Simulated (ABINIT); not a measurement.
An input for ABINIT 10.8.3 (FeAs2 (Lollingite)):

```
acell 3*1.0 Angstrom
rprim 
  5.301200000000 0.000000000000 0.000000000000
  0.000000000000 5.985800000000 0.000000000000
  0.000000000000 0.000000000000 2.882200000000
ntypat 2
znucl 26 33
natom 6
typat 1 1 2 2 2 2
xred 
  0.000000000000 0.000000000000 -0.000000000000
  0.500000000000 0.500000000000 0.500000000000
  0.176300000000 0.362400000000 -0.000000000000
  0.823700000000 0.637600000000 -0.000000000000
  0.676300000000 0.137600000000 0.500000000000
  0.323700000000 0.862400000000 0.500000000000
pp_dirpath "pseudos"
pseudos "Fe.upf, As.upf"
ecut 65
ngkpt 4 4 6
nshiftk 1
shiftk 0.11 0.21 0.31
kptopt 3
chksymbreak 0
istwfk *1
occopt 1
irdwfk 1
optdriver 99
bs_calctype 1
mbpt_sciss 0.156 eV
bs_loband 55
nband 71
bs_exchange_term 1
bs_coulomb_term 21
bs_coupling 0
bs_algorithm 2
bs_freq_mesh 0 7 0.05 eV
zcut 0.15 eV
ecuteps 3
ecutwfn 32.5
inclvkb 2
mdf_epsinf 26.95
irdden 1
bs_haydock_niter 300
bs_haydock_tol -0.02 0
indata_prefix "in"
outdata_prefix "out"
tmpdata_prefix "tmp"
```

```sh
OMP_NUM_THREADS=1 mpirun -n 8 abinit run.abi > log
```

**Question.** How long will it take on 8 MPI ranks of Arm Neoverse V1, shared host, and how much memory?

It took 14 min; on shared hardware allow 7.1 min to 28 min. Peak host memory was 14 GiB.

The kernel grows as the square of the matrix size, and full diagonalisation as its cube.

[Paths, hosts, dates, memory and timing lines, banners, echoed tables and standing remarks are left out of the program output.]

[Logs are printed without paths, hosts, clocks, repeated set-up lines and the standing remarks that a program may print on its own settings, such as how far it seeks lower states.]

[Runs of the session that timed out or met a known fault of the program may be left out.]

[Hosts, paths, dates, database ids (printed as entryN), source tags and the programs' standing remarks are cut or masked in the printed files.]

[G0W0 gaps are taken among the corrected bands and points alone; a level outside them can change the order at an edge.]

[Where Ansatz stands beside ABINIT at settings called matched, ABINIT's density can come from a denser mesh and the files from another edition; pairs whose starting gaps differed by over 0.03 eV were left out, so agreement reads better than it is.]
